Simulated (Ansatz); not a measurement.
# How many bands does the GW gap of MoS2 (layered bulk) (P6_3/mmc) need?

Aim: see how the G0W0 gap of MoS2 (layered bulk) (P6_3/mmc) on PBEsol moves with empty bands and screening cutoff, and what each rung costs.

Calculated with Ansatz 0.2.0; G0W0 on PBEsol, plane waves, PAW; PAW set soft_1.

### Step 1. The structure

The structure is hexagonal, space group P6_3/mmc (No. 194). Conventional cell: a = 3.109 Å, b = 3.109 Å, c = 11.711 Å, α = 90.00°, β = 90.00°, γ = 120.00°. Nearest to Mo lie 6 S at 2.38 Å. S has 3 Mo at 2.38 Å nearest. It derives from Mo1S2. Farther neighbours and most contacts between anions are not listed.

The structure was relaxed with PBEsol-D3(BJ). The runs that relaxed it are not among those shown.

### Step 2. 103 empty bands, screening to 60 eV

Now the one-shot GW correction: screening in the RPA, then the self-energy of the levels asked for. This step takes PAW set soft_1 files.

input.yaml reads:

```yaml
crystal:
  lattice:
    - [3.1090582659, 0.0, 0.0]
    - [-1.5545291329, 2.6925234401, 0.0]
    - [0.0, 0.0, 11.7111663891]
  atoms:
    - { symbol: Mo, position: [0.3333333333, 0.6666666667, 0.25] }
    - { symbol: S, position: [0.6666666667, 0.3333333333, 0.3834849812] }
    - { symbol: S, position: [0.6666666667, 0.3333333333, 0.1165150188] }
    - { symbol: Mo, position: [0.6666666667, 0.3333333333, 0.75] }
    - { symbol: S, position: [0.3333333333, 0.6666666667, 0.8834849812] }
    - { symbol: S, position: [0.3333333333, 0.6666666667, 0.6165150188] }
kpoints:
  mp_grid: { grid: [9, 9, 2] }
hamiltonian:
  xc: pbesol
  pseudopotentials: { kind: paw, azcp: { folder: soft_1 }, xc_functional: pbe }
scf:
  occupations: { method: fixed }
gw:
  n_empty_bands: 103
  ecut_chi: 60
  qp_bands: [v2, c2]
  qp_kpoints: band_edges
  screening: { model: contour_deformation }
```

Launch:

```
> ansatz run input.yaml --threads 2 --pin off --max-ram 92160MiB --backend cuda --events-out ev --progress --plain --runs-dir out --devices 1 --max-vram 13GiB
```

Numbers of over 12 decimals in the logs are rounded to 6 here.

The program printed:

```text
GPUs: using 1 of 1 available (devices: 1).
Engine: ansatz 0.2.0, x86_64-unknown-linux-gnu
Pseudopotentials: kind: paw
Pseudopotential: Mo, paw, valence charge 14, recommended cutoff 420 eV (normal), soft_1/Mo.paw.azcp
Pseudopotential: S, paw, valence charge 6, recommended cutoff 420 eV (normal), soft_1/S.paw.azcp
Functional definition: PBEsol
  exchange = pbesol_x
  correlation = pbesol_c
device memory: the entry about to start is reckoned to put 1.2 GiB on a device that reports 61.1 GiB free (of which the cap on the GPU budget leaves the run 13.0 GiB)
GPU FFT provider: cuFFT
GPU libraries: cuBLAS 13.8.2, cuFFT 12.4.0, cuSOLVER 12.3.4
Crystal: 6 atoms, lattice volume = 98.037 Å³
Basis set: ecut = 420 eV, 1887 PW (Γ)
Bands: 32, of which v1, the nominal top of the filled ones, is band 26 counted from 1 (25 counted from 0)
Symmetry: 24 space group operations
Space group: P63/mmc (ITA 194), of the structure as read, at distance tolerance 4.6e-5 Å
k-points: 24 of 162
Non-local potential: Mo, projectors of the file, l = 0: 3, l = 1: 2, l = 2: 2, l = 3: 1
Non-local potential: S, projectors of the file, l = 0: 2, l = 1: 2, l = 2: 1
PAW form: soft (Blöchl's): semilocal exchange-correlation on the pseudo side does not see the compensation charge
PAW frozen core: Mo, regenerated for the run's functional, and the local potential with it (the file was generated under x = pbe(κ = 0.804, μ = 0.219515), c = pbe(β = 0.066725))
PAW frozen core: S, regenerated for the run's functional, and the local potential with it (the file was generated under x = pbe(κ = 0.804, μ = 0.219515), c = pbe(β = 0.066725))
PAW one-centre angular grid: Mo, 590 points (default); XC on 64 Gauss nodes
PAW one-centre angular grid: S, 110 points (default); XC on 64 Gauss nodes
Initial density: superposition of atomic densities (chi_scale 0.1, normalization cell, long waves kept (reshape's long-wave potential 0.06 eV rms))
Initial wavefunctions: pseudopotential atomic-orbital guess
GPU buffer pool allocated for 46080 grid points (all kernels)
GPU transforms: local potential and band sums: pruned to the plane-wave sphere, on 24×24×80
Functional: x = pbesol(κ = 0.804, μ = 0.123457), c = pbesol(β = 0.046)
SCF iter   1: F=—  HF=-13341.933250 eV  |F-HF|=—  |Δ(HF+E_count)|=         —  Δρ=6.14e-2  dr2=4.73e0  ethr=3.10e-3  ⟨swp⟩=5.1  Hψ=3477  notcnv=0  defer=35
preconditioner: auto → Resta (q_TF=auto, 2.455 Å⁻¹)  ε∞=8.2  [insulator: Δε(μ)=0.505 eV  Ē_g=8.380 eV  n_scr=26 (ndim 8)  ℏωp=22.5 eV  f_vac=0.000  ε∞_Penn≈8.2]
SCF iter   2: F=—  HF=-13340.732100 eV  |F-HF|=—  |Δ(HF+E_count)|=    1.20e0  Δρ=2.81e-2  dr2=1.71e0  ethr=3.10e-3  ⟨swp⟩=3.3  Hψ=1608  notcnv=0  defer=49
SCF iter   3: F=—  HF=-13340.368710 eV  |F-HF|=—  |Δ(HF+E_count)|=   3.63e-1  Δρ=1.38e-2  dr2=2.20e-1  ethr=3.10e-3  ⟨swp⟩=2.3  Hψ=1124  notcnv=0  defer=85
SCF iter   4: F=—  HF=-13340.307253 eV  |F-HF|=—  |Δ(HF+E_count)|=   6.15e-2  Δρ=3.20e-3  dr2=1.54e-2  ethr=4.23e-4  ⟨swp⟩=2.6  Hψ=1378  notcnv=0  defer=91
SCF iter   5: F=—  HF=-13340.306812 eV  |F-HF|=—  |Δ(HF+E_count)|=   4.41e-4  Δρ=7.61e-4  dr2=8.42e-4  ethr=2.97e-5  ⟨swp⟩=2.5  Hψ=1126  notcnv=0  defer=94
SCF iter   6: F=—  HF=-13340.307112 eV  |F-HF|=—  |Δ(HF+E_count)|=   3.00e-4  Δρ=2.55e-4  dr2=6.46e-5  ethr=1.62e-6  ⟨swp⟩=2.6  Hψ=1585  notcnv=0  defer=94
SCF iter   7: F=—  HF=-13340.307114 eV  |F-HF|=—  |Δ(HF+E_count)|=   2.47e-6  Δρ=3.88e-5  dr2=1.71e-6  ethr=1.24e-7  ⟨swp⟩=2.0  Hψ=1106  notcnv=0  defer=87
SCF iter   8: F=-13340.307116 eV  HF=-13340.307116 eV  |F-HF|=1.31e-8  |Δ(HF+E_count)|=   1.92e-6  Δρ=9.52e-6  dr2=9.78e-8  ethr=1.92e-10  ⟨swp⟩=6.2  Hψ=4142  notcnv=0
SCF 1 converged in 8 iterations: F = -13340.307116 eV  dr2 = 9.78e-8
  greatest PAW one-centre occupation: 0.999 electrons in one spin orbital (limit 2), on the Mo atom at site 3 (counted from 0), in its partial waves of l = 0
device memory: the entry about to start is reckoned to put 1.2 GiB (of the 1.3 GiB reckoned in all, the device holds 0.1 GiB already) on a device that reports 63.6 GiB free (of which the cap on the GPU budget leaves the run 12.9 GiB)
NSCF: frozen V_eff on 24 k-points, pencils in batches of 32, up to order 128
the band table was solved once the SCF had ended and its energy, with any forces and stress, was formed, with the checks that follow a solve (3165 applications of the Hamiltonian). They found nothing against the state; the energy, forces and stress were not computed again (output.eigenvalues in the input reference)
device memory: the entry about to start is reckoned to put 2.6 GiB on a device that reports 64.3 GiB free (of which the cap on the GPU budget leaves the run 13.0 GiB)
NSCF: frozen V_eff on 24 k-points
G₀W₀ screening: q 1/24
[... further progress lines ...]
device memory: the entry about to start is reckoned to put 0.5 GiB on a device that reports 47.5 GiB free (of which the cap on the GPU budget leaves the run 13.0 GiB)
NSCF: frozen V_eff on 1 k-points
device memory: the entry about to start is reckoned to put 0.5 GiB on a device that reports 47.5 GiB free (of which the cap on the GPU budget leaves the run 13.0 GiB)
NSCF: frozen V_eff on 1 k-points
SCF converged after 8 iterations
Free energy (F): -13340.307116 eV
Harris-Foulkes:  -13340.307116 eV  (|F-HF|=1.31e-8)
Internal energy: -13340.307116 eV  (E = F + TS)
E sigma→0 (E₀):  -13340.307116 eV
Fermi energy:    12.487584 eV
--- Per-component energies (eV) ---
  E_band       = -242.613527
  E_kinetic    = 1274.540865
  E_local      = -3502.073563  (includes V_loc(G=0)·N_el)
  E_nonlocal   = 438.683095
  E_hartree    = 1340.045406
  E_xc         = -706.195762
  E_vxc        = -773.772203  (∫ρ·V_xc dr)
  E_paw        = -8677.560698  (= ΣΔE_a)
  E_vpaw       = -360.090405  (= ΣTr[D̂ρ^β])
  E_aug_tail   = 0.000081  (compensation charges beyond the density's cutoff)
  E_ewald      = -3508.412938
  E_core_change = 0.666397  (= ΣΔE_core)
  E_smearing   = -0.000000  (= −TS)
  E_closure    = 0.000000  (closes the sum)
  Σ components = -13340.307116   (vs F -13340.307116, Δ=0.00e0)
--- Band table (eV; the first three rows and the last of 24) ---
  k-point 0: bands = [... 22 lower, 10.2263, 10.8889, 11.5242, 12.4876, 14.5216, 14.5216, 14.5705, 14.5705, ... 2 higher]
  k-point 1: bands = [... 22 lower, 10.1803, 10.1803, 12.2274, 12.2274, 14.5181, 14.5181, 14.5181, 14.5181, ... 2 higher]
  k-point 2: bands = [... 22 lower, 10.2841, 10.9336, 11.5599, 11.9998, 14.3352, 14.3451, 14.3833, 14.4688, ... 2 higher]
  k-point 23: bands = [... 22 lower, 9.3198, 9.3198, 11.5587, 11.5587, 13.5356, 13.5356, 14.4728, 14.4728, ... 2 higher]
--- G₀W₀: contour deformation, 7 samples at zero and on the imaginary axis and 1 off it, 162 q-points, 103 empty bands' worth ---
  eigenvalues of the whole cell's RPA ε∞ on this k-mesh (on a slab, of 1 + 4πα/V) = 8.6748, 16.0819, 16.0819; static W/v taken at q = 0 is 0.075563
  bands read: the sum over 129 bands ends inside a degenerate multiplet in 12 slots, whose members it reads at an even weight; the widest, k=1: bands 129 to 130 (counted from 1) at 1/2 each
  gw.qp_kpoints: band_edges: 16 of 24 stored k-points solved, in 1 pass; an edge of the gap read off the rows below is read off those points alone
    valence top: of the k-points left out ik 16 came nearest to being solved in a further pass, in band 26 (counted from 1, as in the quasiparticle table): it holds the edge there only if its correction is more favourable than any solved in that band by at least 1.101 eV; those differ by 0.431 eV
    conduction bottom: of the k-points left out ik 19 came nearest to being solved in a further pass, in band 27 (counted from 1, as in the quasiparticle table): it holds the edge there only if its correction is more favourable than any solved in that band by at least 0.500 eV; those differ by 0.292 eV
    ik  band        ε_KS         Σx   Σc(E_QP)       V_xc       Z   E_QP_lin       E_QP  E_QP is
     0    25     11.5242   -18.6424     2.2295   -16.5369  0.7642    11.6482    11.6484  root
     0    26     12.4876   -19.7167     0.8875   -19.3384  0.7571    12.9952    12.9968  root
     0    27     14.5216   -13.8526    -3.8730   -18.5970  0.7550    15.4074    15.3928  root
     0    28     14.5216   -13.8526    -3.8730   -18.5970  0.7550    15.4074    15.3928  root
     1    25     12.2274   -19.4407     1.2141   -18.6561  0.7589    12.6555    12.6570  root
     1    26     12.2274   -19.4407     1.2141   -18.6561  0.7589    12.6555    12.6570  root
     1    27     14.5181   -13.7702    -3.8475   -18.4734  0.7545    15.3880    15.3737  root
     1    28     14.5181   -13.7702    -3.8475   -18.4734  0.7545    15.3880    15.3737  root
     2    25     11.5599   -18.6927     2.2168   -16.6052  0.7643    11.6890    11.6893  root
     2    26     11.9998   -19.4383     1.1174   -18.7888  0.7564    12.4660    12.4678  root
     2    27     14.3352   -13.9093    -3.7839   -18.4846  0.7477    15.1403    15.1265  root
     2    28     14.3451   -13.7974    -3.9579   -18.6472  0.7598    15.2513    15.2369  root
     3    25     11.9015   -19.3545     1.3726   -18.3857  0.7576    12.3039    12.3054  root
     3    26     11.9015   -19.3545     1.3726   -18.3857  0.7576    12.3039    12.3054  root
     3    27     14.3619   -13.8823    -3.9240   -18.6756  0.7562    15.2458    15.2311  root
     3    28     14.3619   -13.8823    -3.9240   -18.6756  0.7562    15.2458    15.2311  root
     4    25     10.9592   -18.7959     2.3525   -16.5710  0.7567    11.0865    11.0868  root
     4    26     10.9738   -19.2947     1.5733   -18.1513  0.7481    11.4013    11.4037  root
     4    27     13.5536   -13.7971    -3.6246   -18.2315  0.7596    14.3735    14.3634  root
     4    28     13.9733   -14.3213    -3.6418   -18.7983  0.7513    14.8215    14.8084  root
     6    25     10.4682   -19.6944     2.2873   -17.6939  0.7514    10.7538    10.7550  root
     6    26     10.6999   -19.1885     1.7305   -17.8660  0.7475    11.1054    11.1080  root
     6    27     13.6763   -14.3606    -3.8709   -19.1202  0.7549    14.5789    14.5649  root
     6    28     13.8491   -15.3705    -3.8998   -20.2239  0.7481    14.8202    14.8027  root
[...]
22    25     11.4385   -18.8996     0.9378   -18.4762  0.7553    11.9506    11.9530  root
    22    26     11.7379   -19.4805     0.8389   -19.2055  0.7556    12.2994    12.3018  root
    22    27     13.5312   -16.2024    -3.5261   -20.7101  0.7526    14.5280    14.5127  root
    22    28     13.5312   -16.2024    -3.5261   -20.7101  0.7526    14.5280    14.5127  root
    23    25     11.5587   -19.0606     0.8737   -18.7213  0.7557    12.0907    12.0931  root
    23    26     11.5587   -19.0606     0.8737   -18.7213  0.7557    12.0907    12.0931  root
    23    27     13.5356   -16.1886    -3.5241   -20.6929  0.7527    14.5310    14.5158  root
    23    28     13.5356   -16.1886    -3.5241   -20.6929  0.7527    14.5310    14.5158  root
```

Run time: 30 s. Hardware: 1 × NVIDIA H100 80GB HBM3 (shared by 6 runs) with 2 threads of AMD EPYC 7R13 (Zen 3), shared host; peak memory 1.2 GiB.

In the SCF lines HF is the Harris–Foulkes energy and dr2 the Hartree energy of the density residual, in eV; the loop may stop once dr2 is under the threshold and the program's other checks hold. Hψ counts applications of the Hamiltonian.

Numbers from this step:

| Property | Result |
| --- | --- |
| bands summed | 129 |
| RPA ε∞ on this mesh (eigenvalues) | 8.675, 16.08, 16.08 |
| plane waves in the screening matrix | 81 |
| q-points in the mesh | 162 |
| G0W0 gap on the mesh | 0.9368 eV |
| k of the valence top | 0, 0, 0 |
| k of the conduction bottom | 0.1111, 0.2222, 0 |
| starting gap on the mesh | 0.6432 eV |
| Z at the valence top | 0.7571 |
| Z at the conduction bottom | 0.7642 |
| least direct G0W0 gap on the computed points | 2.211 eV |

The gap on the mesh goes from 0.64 eV to 0.94 eV, a correction of +0.29 eV. Between the two edge states, bare exchange in place of the xc potential would open the gap by 4.63 eV, and correlation takes back 4.34 eV.

### Step 3. 408 empty bands, screening to 150 eV

Another rung: the empty bands reach about as high as the screening cutoff, so the two stay in balance.

input.yaml, as its differences from that of step 2:

```diff
@@ -20,4 +20,4 @@
 gw:
-  n_empty_bands: 103
-  ecut_chi: 60
+  n_empty_bands: 408
+  ecut_chi: 150.0
   qp_bands: [v2, c2]
```

The program printed:

```text
GPUs: using 1 of 1 available (devices: 1).
[...]
GPU FFT provider: cuFFT
GPU libraries: cuBLAS 13.8.2, cuFFT 12.4.0, cuSOLVER 12.3.4
Crystal: 6 atoms, lattice volume = 98.037 Å³
Basis set: ecut = 420 eV, 1887 PW (Γ)
Bands: 32, of which v1, the nominal top of the filled ones, is band 26 counted from 1 (25 counted from 0)
[... 1 set-up line as in the run before ...]
[...]
k-points: 24 of 162
[...]
GPU buffer pool allocated for 46080 grid points (all kernels)
[...]
SCF iter   1: F=—  HF=-13341.933250 eV  |F-HF|=—  |Δ(HF+E_count)|=         —  Δρ=6.14e-2  dr2=4.73e0  ethr=3.10e-3  ⟨swp⟩=5.1  Hψ=3477  notcnv=0  defer=35
[...]
SCF iter   8: F=-13340.307116 eV  HF=-13340.307116 eV  |F-HF|=1.31e-8  |Δ(HF+E_count)|=   1.92e-6  Δρ=9.52e-6  dr2=9.78e-8  ethr=1.92e-10  ⟨swp⟩=6.2  Hψ=4142  notcnv=0
SCF 1 converged in 8 iterations: F = -13340.307116 eV  dr2 = 9.78e-8
[...]
NSCF: frozen V_eff on 24 k-points, pencils in batches of 32, up to order 128
[...]
NSCF: frozen V_eff on 24 k-points
G₀W₀ screening: q 1/24
[... further progress lines ...]
[...]
SCF converged after 8 iterations
Free energy (F): -13340.307116 eV
[...]
Internal energy: -13340.307116 eV  (E = F + TS)
E sigma→0 (E₀):  -13340.307116 eV
Fermi energy:    12.487584 eV
[...]
--- Band table (eV; the first three rows and the last of 24) ---
  k-point 0: bands = [... 22 lower, 10.2263, 10.8889, 11.5242, 12.4876, 14.5216, 14.5216, 14.5705, 14.5705, ... 2 higher]
  k-point 1: bands = [... 22 lower, 10.1803, 10.1803, 12.2274, 12.2274, 14.5181, 14.5181, 14.5181, 14.5181, ... 2 higher]
  k-point 2: bands = [... 22 lower, 10.2841, 10.9336, 11.5599, 11.9998, 14.3352, 14.3451, 14.3833, 14.4688, ... 2 higher]
  k-point 23: bands = [... 22 lower, 9.3198, 9.3198, 11.5587, 11.5587, 13.5356, 13.5356, 14.4728, 14.4728, ... 2 higher]
[...]
0    25     11.5242   -18.6424     1.6742   -16.5369  0.7569    11.0904    11.0930  root
     0    26     12.4876   -19.7167     0.3234   -19.3384  0.7475    12.4327    12.4327  root
     0    27     14.5216   -13.8526    -4.3993   -18.5970  0.7474    14.8686    14.8666  root
     0    28     14.5216   -13.8526    -4.3993   -18.5970  0.7474    14.8686    14.8666  root
     1    25     12.2274   -19.4407     0.6582   -18.6561  0.7499    12.1010    12.1012  root
     1    26     12.2274   -19.4407     0.6582   -18.6561  0.7499    12.1010    12.1012  root
     1    27     14.5181   -13.7702    -4.3737   -18.4734  0.7468    14.8495    14.8476  root
     1    28     14.5181   -13.7702    -4.3737   -18.4734  0.7468    14.8495    14.8476  root
[...]
23    25     11.5587   -19.0606     0.3837   -18.7213  0.7482    11.6031    11.6031  root
    23    26     11.5587   -19.0606     0.3837   -18.7213  0.7482    11.6031    11.6031  root
    23    27     13.5356   -16.1886    -4.0524   -20.6929  0.7426    13.9904    13.9875  root
    23    28     13.5356   -16.1886    -4.0524   -20.6929  0.7426    13.9904    13.9875  root
```

Elapsed: 68 s, on 1 × NVIDIA H100 80GB HBM3 (shared by 6 runs) with 2 threads; peak memory 2.1 GiB; 1.9 min of CPU time.

Numbers from this step:

| Item | Value |
| --- | --- |
| bands summed | 434 |
| RPA ε∞ on this mesh (eigenvalues) | 8.595, 15.49, 15.49 |
| plane waves in the screening matrix | 401 |
| q-points in the mesh | 162 |
| G0W0 gap on the mesh | 1.035 eV |
| k of the valence top | 0, 0, 0 |
| k of the conduction bottom | 0.1111, 0.2222, 0 |
| starting gap on the mesh | 0.6432 eV |
| Z at the valence top | 0.7475 |
| Z at the conduction bottom | 0.7563 |
| least direct G0W0 gap on the computed points | 2.197 eV |

Against the run with 9×9×2 mesh, 103 empty bands, screening to 60 eV, PAW set soft_1 files, the gap moves by +0.10 eV.

### Step 4. The runs together

Times are wall times on 1 × NVIDIA H100 80GB HBM3 (shared by 6 runs) with 2 threads of AMD EPYC 7R13 (Zen 3), shared host, good to a factor of about two.

```csv
mesh,files,frequency,bands summed,cutoff (eV),start (eV),G0W0 (eV),time,host memory (GiB)
9×9×2,PAW set soft_1,contour deformation,129,60,0.643,0.937,30 s,1.2
9×9×2,PAW set soft_1,contour deformation,434,150,0.643,1.035,68 s,2.1
```

The parts of the quasiparticle energy at the two band edges (eV; QP = start + Σx + Σc − Vxc):

```csv
run,edge,start,Σx,Σc,Vxc,Z,QP
129 bands,valence top,12.49,-19.72,0.89,-19.34,0.76,13.00
129 bands,conduction bottom,13.13,-13.69,-3.45,-17.94,0.76,13.93
434 bands,valence top,12.49,-19.72,0.32,-19.34,0.75,12.43
434 bands,conduction bottom,13.13,-13.69,-3.92,-17.94,0.76,13.47
```

### Step 5. Outcome

| Item | Value |
| --- | --- |
| 129 bands, 60 eV | 0.937 eV |
| 434 bands, 150 eV | 1.035 eV |
| estimated limit in bands and cutoff | 1.08 eV |
| mesh and start | 9×9×2, PBEsol |

A line in one over the bands through the two rungs gives 1.08 eV, +0.04 eV from the top rung; with two points alone it is an unchecked estimate. The rungs stand 0.14 eV (129 bands) and 0.04 eV (434 bands) from it. From 129 to 434 bands the gap moves by +0.10 eV while the time grows 2.3-fold. Σc changes by −0.56 eV at the valence top and −0.47 eV at the conduction bottom, so the levels themselves move more than the gap between them. The 9×9×2 mesh misses a band edge: over a band path and its finer mesh (run apart) the PBEsol gap is 0.55 eV, so the G0W0 gap over the zone may lie about 0.10 eV below its value on the mesh. The 9×9×2 mesh is coarse for this cell (its supercell is 23 Å along the shortest edge). The RPA ε∞ on it, from the PBEsol start, is 8.60 and 15.49; such meshes misread the long-range screening, most where the gap is narrow. The many-body steps are scalar-relativistic: spin-orbit coupling is not in them.

[Paths, hosts, dates, memory and timing lines, banners, echoed tables and standing remarks are left out of the program output.]

[Logs are printed without paths, hosts, clocks, repeated set-up lines and the standing remarks that a program may print on its own settings, such as how far it seeks lower states.]

[Runs of the session that timed out or met a known fault of the program may be left out.]

[Cells called generated may have been cut or substituted from an entry of the Crystallography Open Database or the Materials Project.]

[Hosts, paths, dates, database ids (printed as entryN), source tags and the programs' standing remarks are cut or masked in the printed files.]
